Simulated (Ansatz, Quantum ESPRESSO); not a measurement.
**Er (P6_3/mmc): electron-phonon coupling**

Aim: phonons of metallic Er (P6_3/mmc) and how strongly they couple to the electrons.

Program: Quantum ESPRESSO 7.5. Level of theory: DFT PBE, scalar-relativistic, plane waves, PseudoDojo norm-conserving, 4f in core pseudopotentials. Results are calculated unless marked as measured.

This is a report of a sequence of runs, with most program output left out.

## (1) The starting structure

It takes space group P6_3/mmc (No. 194, hexagonal). The conventional cell has a = 3.559 Å, b = 3.559 Å, c = 5.587 Å, α = 90.00°, β = 90.00°, γ = 120.00°. Nearest to Er lie 12 Er at 3.47 to 3.56 Å.

Coordinates:

```cif
data_structure
_symmetry_space_group_name_H-M 'P 1'
_symmetry_Int_Tables_number 1
_cell_length_a 3.5588
_cell_length_b 3.5588
_cell_length_c 5.5874
_cell_angle_alpha 90.000
_cell_angle_beta 90.000
_cell_angle_gamma 120.000
_cell_volume 61.28
loop_
_atom_site_label
_atom_site_type_symbol
_atom_site_fract_x
_atom_site_fract_y
_atom_site_fract_z
_atom_site_occupancy
Er1 Er 0.33333 0.66667 0.25000 1
Er2 Er 0.66667 0.33333 0.75000 1
```

## (2) A first look

A cheap run with smearing and empty bands tells whether the crystal has a gap, which decides between fixed occupations and smearing later on.

probe.in reads:

```
&CONTROL
  calculation = 'scf'
  prefix      = 'x'
  outdir      = './tmp'
  pseudo_dir  = './pseudo'
  tprnfor     = .true.
  tstress     = .true.
  verbosity   = 'high'
/
&SYSTEM
  ibrav       = 4
  celldm(1)   = 6.72515733
  celldm(3)   = 1.5700236
  nat         = 2
  ntyp        = 1
  ecutwfc     = 44.0
  occupations = 'smearing'
  smearing    = 'gaussian'
  degauss     = 0.01
/
&ELECTRONS
  conv_thr         = 1.0d-07
  mixing_beta      = 0.7
  electron_maxstep = 100
/
ATOMIC_SPECIES
 Er    167.2590  Er.upf
ATOMIC_POSITIONS crystal
 Er     0.333333333   0.666666667   0.250000000
 Er     0.666666667   0.333333333   0.750000000
K_POINTS automatic
 6 6 4 0 0 0
```

Started as:

```
$ OMP_NUM_THREADS=1 mpirun -n 8 pw.x -nk 8 -in probe.in > probe.out
```

Wall time 3.6 s (8 MPI ranks of Intel Xeon at 2.70GHz, shared host).

This step gave:

```
volume per atom   : 30.64 Å³
pressure          : -1.299 GPa
gap on the k-mesh : 0 eV
```

No gap opens on this mesh, so smearing is kept; the start stands at -1.3 GPa.

## (3) Relaxing the cell and atoms

The harmonic expansion starts where the forces on the atoms vanish, and stress shifts the frequencies, so cell and atoms are relaxed with tight thresholds.

relax.in reads:

```
&CONTROL
  calculation   = 'vc-relax'
  prefix        = 'x'
  outdir        = './tmp'
  pseudo_dir    = './pseudo'
  tprnfor       = .true.
  tstress       = .true.
  forc_conv_thr = 2.0d-05
  etot_conv_thr = 1.0d-07
  nstep         = 40
/
&SYSTEM
  ibrav       = 4
  celldm(1)   = 6.72515733
  celldm(3)   = 1.5700236
  nat         = 2
  ntyp        = 1
  ecutwfc     = 44.0
  occupations = 'smearing'
  smearing    = 'mv'
  degauss     = 0.02
/
&ELECTRONS
  conv_thr         = 1.0d-11
  mixing_beta      = 0.7
  electron_maxstep = 100
/
&IONS
/
&CELL
  press_conv_thr = 0.2
/
ATOMIC_SPECIES
 Er    167.2590  Er.upf
ATOMIC_POSITIONS crystal
 Er     0.333333333   0.666666667   0.250000000
 Er     0.666666667   0.333333333   0.750000000
K_POINTS automatic
 12 12 8 0 0 0
```

Started as:

```
$ OMP_NUM_THREADS=1 mpirun -n 8 pw.x -nk 8 -in relax.in > relax.out
```

Run time: 77 s. Hardware: 8 MPI ranks; 10 min of CPU time.

Step by step:

```
step  energy less that of the first step (eV)  largest force (eV/Å)  pressure (GPa)  volume (Å³)
   1                                   0.0000                0.0000           -1.45        61.28
   2                                  -0.0037                0.0000           -1.07        60.83
   3                                  -0.0070                0.0000           -0.50        60.18
   4                                  -0.0080                0.0000            0.03        59.60
   5                                  -0.0080                0.0000            0.02        59.60
   6                                  -0.0081                0.0000            0.02        59.61
   7                                  -0.0081                0.0000            0.01        59.61
   8                                  -0.0081                0.0000            0.01        59.62
   9                                  -0.0081                0.0000            0.00        59.63
  10                                  -0.0081                0.0000            0.00        59.63
  11                                   0.0027                0.0000           -0.22        59.63
```

```
conventional cell, symmetrised  before  after  change
                         a (Å)   3.559  3.534  -0.7 %
                         b (Å)   3.559  3.534  -0.7 %
                         c (Å)   5.587  5.512  -1.4 %
              volume (Å³/atom)   30.64  29.81  -2.7 %
```

Final coordinates:

```cif
data_structure
_symmetry_space_group_name_H-M 'P 1'
_symmetry_Int_Tables_number 1
_cell_length_a 3.5344
_cell_length_b 3.5344
_cell_length_c 5.5118
_cell_angle_alpha 90.000
_cell_angle_beta 90.000
_cell_angle_gamma 120.000
_cell_volume 59.63
loop_
_atom_site_label
_atom_site_type_symbol
_atom_site_fract_x
_atom_site_fract_y
_atom_site_fract_z
_atom_site_occupancy
Er1 Er 0.33333 0.66667 0.25000 1
Er2 Er 0.66667 0.33333 0.75000 1
```

The last row of the table of steps is pw.x's closing run on a basis chosen anew for the final cell, so its energy can jump.

Numbers from this step:

| Quantity | Value |
| --- | --- |
| volume per atom | 29.81 Å³ |
| pressure | -0.2203 GPa |

The volume changes by -2.7 % from the cell with which this run began.

## (4) Relaxing the cell and atoms

A variable-cell run keeps the plane waves of its start, so its end shows a stress on a fresh basis; a second run from that cell removes it.

relax.in, as its differences from that of step 3:

```diff
@@ -13,4 +13,4 @@
   ibrav       = 4
-  celldm(1)   = 6.72515733
-  celldm(3)   = 1.5700236
+  celldm(1)   = 6.67905686
+  celldm(3)   = 1.55946198
   nat         = 2
```

Run time: 45 s. Hardware: 8 MPI ranks; 5.9 min of CPU time.

The steps of the relaxation:

```
step  energy less that of the first step (eV)  largest force (eV/Å)  pressure (GPa)  volume (Å³)
   1                                   0.0000                0.0000           -0.22        59.63
   2                                  -0.0001                0.0000           -0.16        59.56
   3                                  -0.0002                0.0000           -0.07        59.46
   4                                  -0.0002                0.0000            0.00        59.39
   5                                  -0.0002                0.0000            0.00        59.39
   6                                   0.0015                0.0000           -0.03        59.39
```

```
conventional cell, symmetrised  before  after  change
                         a (Å)   3.534  3.530  -0.1 %
                         b (Å)   3.534  3.530  -0.1 %
                         c (Å)   5.512  5.502  -0.2 %
              volume (Å³/atom)   29.81  29.70  -0.4 %
```

The relaxed structure:

```
Er
1.0
     3.53037    0.00000    0.00000
    -1.76518    3.05739    0.00000
     0.00000    0.00000    5.50246
Er
2
Cartesian
  0.0000 2.0383 1.3756
  1.7652 1.0191 4.1268
```

The last row of the table of steps is pw.x's closing run on a basis chosen anew for the final cell, so its energy can jump.

This step gave:

```yaml
volume_per_atom: 29.70 Å³
pressure: -0.032 GPa
```

The volume changes by -0.4 % from the cell with which this run began.

## (5) Ground state

The response is built on this ground state, so it is converged far tighter than an energy would need. Smearing stays on, as the first look found no gap above 0.3 eV.

scf.in reads:

```
&CONTROL
  calculation = 'scf'
  prefix      = 'x'
  outdir      = './tmp'
  pseudo_dir  = './pseudo'
  tprnfor     = .true.
  tstress     = .true.
/
&SYSTEM
  ibrav       = 4
  celldm(1)   = 6.67142301
  celldm(3)   = 1.55861045
  nat         = 2
  ntyp        = 1
  ecutwfc     = 44.0
  occupations = 'smearing'
  smearing    = 'mv'
  degauss     = 0.02
/
&ELECTRONS
  conv_thr         = 1.0d-12
  mixing_beta      = 0.7
  electron_maxstep = 100
/
ATOMIC_SPECIES
 Er    167.2590  Er.upf
ATOMIC_POSITIONS crystal
 Er     0.333333333   0.666666667   0.250000000
 Er     0.666666667   0.333333333   0.750000000
K_POINTS automatic
 12 12 8 0 0 0
```

Started as:

```
$ OMP_NUM_THREADS=1 mpirun -n 8 pw.x -nk 8 -in scf.in > scf.out
```

Elapsed: 12 s, on 8 MPI ranks.

The cell stands at -0.032 GPa, close enough for phonons.

## (6) Levels on a dense mesh

The coupling is a sum over pairs of states at the Fermi level and needs a much denser mesh than the density does.

scf_fit.in, as its differences from scf.in of step 5:

```diff
@@ -18,5 +18,6 @@
   degauss     = 0.02
+  la2F        = .true.
 /
 &ELECTRONS
-  conv_thr         = 1.0d-12
+  conv_thr         = 1.0d-10
   mixing_beta      = 0.7
@@ -30,2 +31,2 @@
 K_POINTS automatic
- 12 12 8 0 0 0
+ 24 24 16 0 0 0
```

Started as:

```
$ OMP_NUM_THREADS=1 mpirun -n 8 pw.x -nk 8 -in scf_fit.in > scf_fit.out
```

Run time: 49 s. Hardware: 8 MPI ranks.

Numbers from this step:

| Item | Value |
| --- | --- |
| pressure | -0.03867 GPa |

## (7) Self-consistent run for the response

The run on the dense mesh left its levels for the electron-phonon sums; ph.x needs the ground state on the coarse mesh, so pw.x runs once more in the same folder.

scf.in is that of step 5.

Started as:

```
$ OMP_NUM_THREADS=1 mpirun -n 8 pw.x -nk 8 -in scf.in > scf.out
```

It took 12 s on 8 MPI ranks.

Read from the output:

| Property | Result |
| --- | --- |
| pressure | -0.032 GPa |

## (8) Phonons on a q mesh

Linear response treats each wavevector in the unit cell, with no supercell; the 3×3×2 mesh fixes the range of the force constants to be had. The change of the potential is kept for the electron-phonon matrix elements.

ph.in reads:

```
phonons
&INPUTPH
  prefix          = 'x'
  outdir          = './tmp'
  fildyn          = 'x.dyn'
  tr2_ph          = 1.0d-18
  alpha_mix(1)    = 0.4
  nmix_ph         = 8
  ldisp           = .true.
  nq1             = 3
  nq2             = 3
  nq3             = 2
  electron_phonon = 'interpolated'
  fildvscf        = 'dvscf'
  el_ph_sigma     = 0.005
  el_ph_nsigma    = 10
/
```

Started as:

```
$ OMP_NUM_THREADS=1 mpirun -n 8 ph.x -nk 8 -in ph.in > ph.out
```

It took 31 min on 8 MPI ranks.

Numbers from this step:

```
largest acoustic frequency at the zone centre before the sum rule  : -0.33 cm⁻¹
highest optical zone-centre mode (no LO-TO term)                   : 121.4 cm⁻¹
lowest optical zone-centre mode                                    : 70.21 cm⁻¹
lowest mode on the q mesh (acoustic ones at the zone centre apart) : 48.45 cm⁻¹
```

Frequencies (cm⁻¹) at each irreducible wavevector; negative means imaginary. Frequencies by wavevector:

```
     q (fractions)  star  mode 1  mode 2  mode 3  mode 4  mode 5  mode 6
             0 0 0     1   -0.33   -0.33    0.18   70.21   70.21   121.4
          0 0 -0.5     1   48.45   48.45   48.45   48.45   85.57   85.57
        0 0.3333 0     6   52.42   56.68   89.58   93.27    99.3   116.1
     0 0.3333 -0.5     6   65.77   65.77   70.86   70.86   104.6   104.6
   0.3333 0.3333 0     2   85.72   85.72   87.77   87.77    99.4   109.3
0.3333 0.3333 -0.5     2   50.05   50.05   99.96   99.96   104.6   104.6
```

Couplings of single modes at a Gaussian broadening of 0.02 Ry, as ph.x prints them; it sets λ to zero for modes under 20 cm⁻¹. Mode couplings:

```
     q (fractions)  mode  frequency (cm⁻¹)       λ  linewidth γ (GHz)
          0 0 -0.5     1             48.45  0.0647               2.94
          0 0 -0.5     2             48.45  0.0652               2.97
          0 0 -0.5     3             48.45  0.0652               2.97
          0 0 -0.5     4             48.45  0.0645               2.93
          0 0 -0.5     5             85.57  0.0846                 12
          0 0 -0.5     6             85.57  0.0852              12.08
        0 0.3333 0     1             52.42  0.1048               5.58
        0 0.3333 0     2             56.68  0.1057               6.58
        0 0.3333 0     3             89.58   0.075              11.67
        0 0.3333 0     4             93.27   0.074              12.47
        0 0.3333 0     5              99.3  0.1278              24.42
        0 0.3333 0     6             116.1  0.0333               8.68
     0 0.3333 -0.5     1             65.77    0.16              13.41
     0 0.3333 -0.5     2             65.77  0.1558              13.06
     0 0.3333 -0.5     3             70.86  0.1022               9.95
     0 0.3333 -0.5     4             70.86  0.1055              10.26
     0 0.3333 -0.5     5             104.6  0.0675              14.31
     0 0.3333 -0.5     6             104.6  0.0657              13.92
   0.3333 0.3333 0     1             85.72  0.1364              19.41
   0.3333 0.3333 0     2             85.72  0.1386              19.73
   0.3333 0.3333 0     3             87.77  0.1031              15.39
   0.3333 0.3333 0     4             87.77  0.1031              15.39
   0.3333 0.3333 0     5              99.4  0.0496                9.5
   0.3333 0.3333 0     6             109.3  0.0892              20.67
0.3333 0.3333 -0.5     1             50.05  0.3674              17.83
0.3333 0.3333 -0.5     2             50.05  0.3681              17.86
0.3333 0.3333 -0.5     3             99.96  0.0745              14.42
0.3333 0.3333 -0.5     4             99.96  0.0743              14.39
0.3333 0.3333 -0.5     5             104.6  0.0812              17.23
0.3333 0.3333 -0.5     6             104.6  0.0808              17.14
```

Optical modes; normalised displacements of the dynamical-matrix file. Modes at Γ:

```
mode  frequency (cm⁻¹)  symmetry
   1              70.2       E2g
   2              70.2       E2g
   3             121.4       B1g
```

Displacements in mode 1 (70.2 cm⁻¹), the largest set to 1:
```
Er1  0.00  1.00  0.00
Er2  0.00 -1.00  0.00
```

Displacements in mode 3 (121.4 cm⁻¹), the largest set to 1:
```
Er1  0.00  0.00 -1.00
Er2  0.00  0.00  1.00
```

The acoustic modes at Γ come out as far as 0.3 cm⁻¹ from zero, where they should vanish, a small numerical error.

## (9) Fourier transform to real space

The dynamical matrices of the mesh are Fourier-transformed to force constants in real space.

q2r.in reads:

```
&INPUT
  fildyn = 'x.dyn'
  zasr   = 'crystal'
  flfrc  = 'x.fc'
  la2F   = .true.
/
```

Started as:

```
$ q2r.x < q2r.in > q2r.out
```

Wall time 0.78 s (1 thread).

## (10) Interpolated phonon bands

From the force constants any wavevector is cheap; points of the mesh come back as solved, but for the sum rule and, in polar crystals, the LO-TO term at Γ; the rest is interpolation.

matdyn.in reads:

```
&INPUT
  asr              = 'crystal'
  flfrc            = 'x.fc'
  flfrq            = 'x.freq'
  flvec            = 'x.modes'
  q_in_band_form   = .true.
  q_in_cryst_coord = .true.
/
12
  0.0000000   0.0000000   0.0000000  12  ! GAMMA
  0.5000000   0.0000000   0.0000000  12  ! M
  0.3333333   0.3333333   0.0000000  12  ! K
  0.0000000   0.0000000   0.0000000  12  ! GAMMA
  0.0000000   0.0000000   0.5000000  12  ! A
  0.5000000   0.0000000   0.5000000  12  ! L
  0.3333333   0.3333333   0.5000000  12  ! H
  0.0000000   0.0000000   0.5000000   1  ! A
  0.5000000   0.0000000   0.5000000  12  ! L
  0.5000000   0.0000000   0.0000000   1  ! M
  0.3333333   0.3333333   0.5000000  12  ! H
  0.3333333   0.3333333   0.0000000   1  ! K
```

Started as:

```
$ matdyn.x -in matdyn.in > matdyn.out
```

The job ended after 0.79 s (1 thread).

Numbers from this step:

| Item | Value |
| --- | --- |
| lowest frequency on the path | 0 cm⁻¹ |
| mean frequency | 81.2 cm⁻¹ |
| Debye temperature (second moment) | 156 K |
| logarithmic mean frequency | 77.6 cm⁻¹ |

Matdyn.x, sum rule crystal. Phonon branches along the path, in cm⁻¹:

```
    point  branch 1  branch 2  branch 3  branch 4  branch 5  branch 6
        Γ         0         0         0        70        70       121
  halfway        45        46        74        86        91       119
        M        58        67        99       103       106       110
  halfway        70        73        93       103       104       107
        K        86        86        88        88        99       109
  halfway        52        59        71        94        94       117
        Γ         0         0         0        70        70       121
  halfway        26        26        46        64        64       112
        A        48        48        48        48        86        86
  halfway        65        65        65        65        96        96
        L        65        65        76        76       113       113
  halfway        55        55        88        88       110       110
        H        50        50       100       100       105       105
  halfway        59        59        76        76        98        98
        A        48        48        48        48        86        86
jump to L        65        65        76        76       113       113
  halfway        61        62        88        92       109       114
        M        58        67        99       103       106       110
jump to H        50        50       100       100       105       105
  halfway        64        64        99       100       100       106
        K        86        86        88        88        99       109
```

Lowest modes at the softest wavevector of the mesh; phase exp(i q.(R + tau)). Modes at q = (0.000, 0.000, 0.500):

```
mode  frequency (cm⁻¹)
   1              48.4
   2              48.4
   3              48.4
   4              48.4
   5              85.6
   6              85.6
```

Displacements in mode 1 (48.4 cm⁻¹), the largest set to 1, in the home cell (x, y, z of the real part, then of the imaginary part):
```
Er1  0.00  0.01  0.00  0.00  0.02  0.00
Er2  0.00 -1.00  0.00  0.00  0.00  0.00
```

Displacements in mode 5 (85.6 cm⁻¹), the largest set to 1, in the home cell:
```
Er1  0.00  0.00  0.00
Er2  0.00  0.00 -1.00
```

Force constants by pair (phonopy on the run's constants); pairs near half the supercell's span include their periodic images. Pair force constants, by row:

```
atom  neighbour  distance (Å)  third of the trace (eV/Å²)  along the pair's line (eV/Å²)
 Er1     itself             0                       4.361                              –
 Er1         Er         3.424                     -0.4648                         -1.263
 Er1         Er          3.53                      -0.286                        -0.8008
 Er1         Er         4.918                      0.0822                         0.1312
 Er1         Er         5.502                      0.2468                         0.4889
 Er1         Er         6.054                     -0.0375                        -0.0879
 Er1         Er         6.115                     -0.0767                        -0.0877
 Er1         Er         6.538                     -0.0256                        -0.0283
 Er2     itself             0                       4.361                              –
 Er2         Er         3.424                     -0.4648                         -1.263
 Er2         Er          3.53                      -0.286                        -0.8008
 Er2         Er         4.918                      0.0822                         0.1312
 Er2         Er         5.502                      0.2468                         0.4889
 Er2         Er         6.054                     -0.0375                        -0.0879
 Er2         Er         6.115                     -0.0767                        -0.0877
 Er2         Er         6.538                     -0.0256                        -0.0283
```

Harmonic mean-square displacement, third of the trace. Mean-square displacements:

```
T (K)  Er1 U_eq (Å²)  Er2 U_eq (Å²)
    0        0.00138        0.00138
  100        0.00331        0.00331
  300        0.00929        0.00929
  600        0.01847        0.01847
```

Mode patterns, pair constants, displacements and means over the zone were worked out by phonopy from the force constants of q2r.x.

All branches are real along the path.

(Continued in part 2 of 2.)

[Host names and launcher messages were left out of these logs when they were recorded.]

[Logs are printed without paths, hosts, clocks, repeated set-up lines and the standing remarks that a program may print on its own settings, such as how far it seeks lower states.]

[Hosts, paths, dates, database ids (printed as entryN), source tags and the programs' standing remarks are cut or masked in the printed files.]
